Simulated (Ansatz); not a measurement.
# TiAlPt: which shell does photoemission see at 21.2 and 250 eV? (LDA)

The valence band of TiAlPt mixes several shells. Work out by hand which one leads the spectrum's area at each photon energy.

Filled states come from the projected DOS of Ansatz 0.2.0 (LDA, plane waves); cross sections σ and asymmetry parameters β are those of free atoms in a Dirac–Hartree–Slater calculation. A shell's area is states × σ × angular factor, which is 1 − β·P₂(cos θ)/2 for unpolarised light, with θ = 90° from the beam and P₂ = -0.500.

**At 21.2 eV** (states counted from 11.2 eV below the zero; other shells add 0.38 to the products' sum of 81.5):

| shell | filled states a cell | cross section (Mb an electron) | β | angular factor | product | share by hand (%) | share in the simulated spectrum (%) |
| --- | --- | --- | --- | --- | --- | --- | --- |
| Pt 5d | 17.94 | 3.62 | -0.01 | 1.00 | 64.7 | 79 | 80 |
| Ti 3d | 5.91 | 2.54 | 0.16 | 1.04 | 15.6 | 19 | 19 |
| Al 3s | 2.09 | 0.153 | 2.00 | 1.50 | 0.48 | 1 | 1 |
| Al 3p | 4.63 | 0.0697 | -0.25 | 0.94 | 0.302 | 0 | 0 |

**At 250 eV** (states counted from 11.3 eV below the zero; other shells add 0.02 to the products' sum of 0.528):

| shell | filled states a cell | cross section (Mb an electron) | β | angular factor | product | share by hand (%) | share in the simulated spectrum (%) |
| --- | --- | --- | --- | --- | --- | --- | --- |
| Pt 5d | 17.94 | 0.00807 | -0.58 | 0.85 | 0.124 | 23 | 24 |
| Ti 3d | 5.91 | 0.0393 | 1.27 | 1.32 | 0.306 | 58 | 58 |
| Al 3s | 2.09 | 0.0123 | 2.00 | 1.50 | 0.0385 | 7 | 7 |
| Al 3p | 4.63 | 0.00614 | 1.55 | 1.39 | 0.0395 | 7 | 8 |

Pt 5d leads at 21.2 eV and Ti 3d at 250 eV. Between the two energies σ of Pt 5d changes by a factor 0.0022 and that of Ti 3d by 0.015, so their ratio moves 6.9-fold in favour of the second. The simulated spectrum uses the same rule on the energy-resolved DOS, so the two share columns agree within a few points.

Only crystals where the two columns agree within 4 points and the lead is clear are worked in this form. Free-atom cross sections ignore the solid's final states, no escape depth or background enters, and the count of states a shell hangs on the projection.
